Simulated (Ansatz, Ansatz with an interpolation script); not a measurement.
# Settings in Wannier-interpolated G0W0: ThGeO4 (I4_1/amd), part 2 of 2

Wanted: errors and cost of interpolated bands of ThGeO4 (I4_1/amd) under coarser or faulty settings.

Ansatz 0.2.0; maximally localised Wannier functions, LDA, plane waves, PAW; PAW set soft_1. Known limits of the many-body steps: not at the basis limit; f levels unsure; no spin-orbit coupling; coarse k mesh.

So far. Step 3 (Wannier model on 4×4×4): Near the gap the model misses directly solved bands by 1.1 meV r.m.s. and by 25 meV at most in the window tested. This tests the starting bands, not the corrections carried with them. Step 5 (G0W0: 4×4×4 mesh, 712 empty bands, screening to 150 eV …): The G0W0 gap on the mesh is 6.026 eV.

### 6. G0W0: 2×2×2 mesh, 712 empty bands, screening to 150 eV, PAW set soft_1 files

Level of this step: G0W0 on LDA, plane waves, PAW; PAW set soft_1 (Ansatz).

Contents of input.yaml:

```yaml
crystal:
  lattice:
    - [-3.615, 3.615, 3.2695]
    - [3.615, -3.615, 3.2695]
    - [3.615, 3.615, -3.2695]
  atoms:
    - { symbol: Th, position: [0.0, 0.0, 0.0] }
    - { symbol: Th, position: [0.75, 0.25, 0.5] }
    - { symbol: Ge, position: [0.5, 0.5, 0.0] }
    - { symbol: Ge, position: [0.25, 0.75, 0.5] }
    - { symbol: O, position: [0.5017, 0.3214, 0.1803] }
    - { symbol: O, position: [0.0714, 0.3911, 0.3197] }
    - { symbol: O, position: [0.1411, 0.3214, 0.8197] }
    - { symbol: O, position: [0.0714, 0.7517, 0.6803] }
    - { symbol: O, position: [0.2483, 0.9286, 0.3197] }
    - { symbol: O, position: [0.6786, 0.4983, 0.8197] }
    - { symbol: O, position: [0.6089, 0.9286, 0.6803] }
    - { symbol: O, position: [0.6786, 0.8589, 0.1803] }
kpoints:
  mp_grid: { grid: [2, 2, 2] }
hamiltonian:
  xc: lda
  pseudopotentials: { kind: paw, azcp: { folder: soft_1 }, xc_functional: pbe }
scf:
  occupations: { method: fixed }
gw:
  n_empty_bands: 712
  ecut_chi: 150.0
  qp_bands: [v22, c1]
  screening: { model: contour_deformation }
```

Launch:

```sh
ansatz run input.yaml --threads 8 --pin off --max-ram 18432MiB --backend cpu --events-out ev --progress --plain --runs-dir out
```

Numbers of over 12 decimals in the logs are rounded to 6 here.

Output:

```text
[...]
Crystal: 12 atoms, lattice volume = 170.906 Å³
Basis set: ecut = 420 eV, 3291 PW (Γ)
Bands: 62, of which v1, the nominal top of the filled ones, is band 50 counted from 1 (49 counted from 0)
Symmetry: 16 space group operations
[...]
k-points: 4 of 8
[...]
0    36      4.6603   -25.0720     4.3375   -19.8608  0.7572     3.7752     3.7866  root
[...]
3    48      6.5667   -25.8281     4.1922   -20.8509  0.7662     5.7744     5.7818  root
     3    49      7.4642   -26.9914     4.2547   -22.0324  0.7683     6.7544     6.7599  root
     3    50      7.4642   -26.9914     4.2547   -22.0324  0.7683     6.7544     6.7599  root
     3    51     12.6033   -14.3978    -6.1705   -22.9547  0.7882    15.0771    14.9897  root
[key lines of the parts left out:]
SCF converged after 10 iterations
Free energy (F): -38641.017933 eV
Fermi energy:    7.464233 eV
```

Elapsed: 53 s, on 8 threads of INTEL XEON PLATINUM 8581C at 2.10GHz (Emerald Rapids), shared host; peak memory 3.7 GiB.

The G0W0 gap on the mesh is 6.023 eV.

### 7. G0W0: 4×4×4 mesh, 331 empty bands, screening to 90 eV, PAW set soft_1 files

input.yaml, as its differences from that of step 6:

```diff
@@ -19,3 +19,3 @@
 kpoints:
-  mp_grid: { grid: [2, 2, 2] }
+  mp_grid: { grid: [4, 4, 4] }
 hamiltonian:
@@ -26,4 +26,4 @@
 gw:
-  n_empty_bands: 712
-  ecut_chi: 150.0
+  n_empty_bands: 331
+  ecut_chi: 90
   qp_bands: [v22, c1]
```

Output:

```text
[...]
Crystal: 12 atoms, lattice volume = 170.906 Å³
Basis set: ecut = 420 eV, 3291 PW (Γ)
Bands: 62, of which v1, the nominal top of the filled ones, is band 50 counted from 1 (49 counted from 0)
Symmetry: 16 space group operations
[...]
k-points: 13 of 64
[...]
12    47      6.5633   -25.7708     4.3764   -20.8523  0.7719     6.0179     6.0213  root
    12    48      6.5633   -25.7708     4.3764   -20.8523  0.7719     6.0179     6.0213  root
    12    49      7.4599   -26.9078     4.4565   -22.0322  0.7746     7.0389     7.0407  root
    12    50      7.4599   -26.9078     4.4565   -22.0322  0.7746     7.0389     7.0407  root
    12    51     12.6009   -14.4401    -5.8970   -22.9653  0.7921    15.3341    15.2291  root ?
[key lines of the parts left out:]
SCF converged after 10 iterations
Free energy (F): -38641.052318 eV
Fermi energy:    7.459858 eV
```

Run time: 3.1 min. Hardware: 8 threads; peak memory 2.6 GiB; 21 min of CPU time.

The G0W0 gap on the mesh is 5.907 eV.

### 8. G0W0: 4×4×4 mesh, 712 empty bands, screening to 150 eV, plasmon pole, PAW set soft_1 files

input.yaml, as its differences from that of step 7:

```diff
@@ -26,5 +26,5 @@
 gw:
-  n_empty_bands: 331
-  ecut_chi: 90
+  n_empty_bands: 712
+  ecut_chi: 150.0
   qp_bands: [v22, c1]
-  screening: { model: contour_deformation }
+  screening: { model: godby_needs }
```

Output:

```text
[...]
Crystal: 12 atoms, lattice volume = 170.906 Å³
Basis set: ecut = 420 eV, 3291 PW (Γ)
Bands: 62, of which v1, the nominal top of the filled ones, is band 50 counted from 1 (49 counted from 0)
Symmetry: 16 space group operations
[...]
k-points: 13 of 64
[...]
0    36      4.6574   -25.0287     4.3167   -19.8624  0.7839     3.8057     3.8078  root
[...]
12    48      6.5633   -25.7708     4.1933   -20.8523  0.7880     5.8350     5.8381  root
    12    49      7.4599   -26.9078     4.2577   -22.0322  0.7870     6.8399     6.8420  root
    12    50      7.4599   -26.9078     4.2577   -22.0322  0.7870     6.8399     6.8420  root
    12    51     12.6009   -14.4401    -5.9538   -22.9653  0.8194    15.2072    15.1723  root
[key lines of the parts left out:]
SCF converged after 10 iterations
Free energy (F): -38641.052318 eV
Fermi energy:    7.459858 eV
```

Wall time 31 min (8 threads); peak memory 7 GiB.

The G0W0 gap on the mesh is 5.989 eV.

### 9. Interpolated results

Times are wall times on 8 threads of INTEL XEON PLATINUM 8581C at 2.10GHz (Emerald Rapids), shared host, good to a factor of about two.

```tsv
GW mesh	empty bands	cutoff (eV)	frequency	gap on mesh (eV)	gap over zone (eV)	direct gap (eV)	valence width (eV)	GW time
4×4×4	712	150	contour deformation	6.026	6.026	6.175	5.140	15 min
2×2×2	712	150	contour deformation	6.023	6.026	6.176	5.140	53 s
4×4×4	331	90	contour deformation	5.907	5.907	6.059	5.227	3.1 min
4×4×4	712	150	plasmon pole	5.989	5.989	6.143	5.287	31 min
```

### 10. Summary of results

```yaml
4x4x4_mesh_712_empty_bands_screening_to_150_ev_paw_set_soft_1_files: 6.03 eV
2x2x2_mesh_712_empty_bands_screening_to_150_ev_paw_set_soft_1_files: 6.03 eV
4x4x4_mesh_331_empty_bands_screening_to_90_ev_paw_set_soft_1_files: 5.91 eV
4x4x4_mesh_712_empty_bands_screening_to_150_ev_plasmon_pole_paw_set_soft_1_files: 5.99 eV
```

The largest change, −0.12 eV in the gap over the zone, comes with 4×4×4 mesh, 331 empty bands, screening to 90 eV, PAW set soft_1 files. The first run is a reference, not a converged one, and where a row moves several settings no single cause can be named. Rows on another GW mesh add that mesh's corrections to the bands of the one model. Coarser Wannier mesh (4×4×4): the miss near the gap goes from under 1 (the model on 8×8×8) to 1 meV and the total spread from 64.4 to 60.7 Å². With 2×2×2 mesh, 712 empty bands, screening to 150 eV, PAW set soft_1 files the gap over the zone moves by +0.00 eV and that on the mesh by −0.003 eV. With 4×4×4 mesh, 331 empty bands, screening to 90 eV, PAW set soft_1 files the gap over the zone moves by −0.12 eV and that on the mesh by −0.12 eV. With 4×4×4 mesh, 712 empty bands, screening to 150 eV, plasmon pole, PAW set soft_1 files the gap over the zone moves by −0.04 eV and that on the mesh by −0.04 eV. Gaps over the zone and on the mesh differ where an edge lies off the mesh, or where a GW run starts from another density: the starting gap over the zone is 3.927 eV, on the GW meshes it is 3.927 eV and 3.924 eV. The compound holds f electrons or empty f levels, where one-shot G0W0 is unsure. The many-body steps are scalar-relativistic: spin-orbit coupling is not in them.

[Paths, hosts, dates, memory and timing lines, banners, echoed tables and standing remarks are left out of the program output.]

[Logs are printed without paths, hosts, clocks, repeated set-up lines and the standing remarks that a program may print on its own settings, such as how far it seeks lower states.]

[Runs of the session that timed out or met a known fault of the program may be left out.]

[Hosts, paths, dates, database ids (printed as entryN), source tags and the programs' standing remarks are cut or masked in the printed files.]
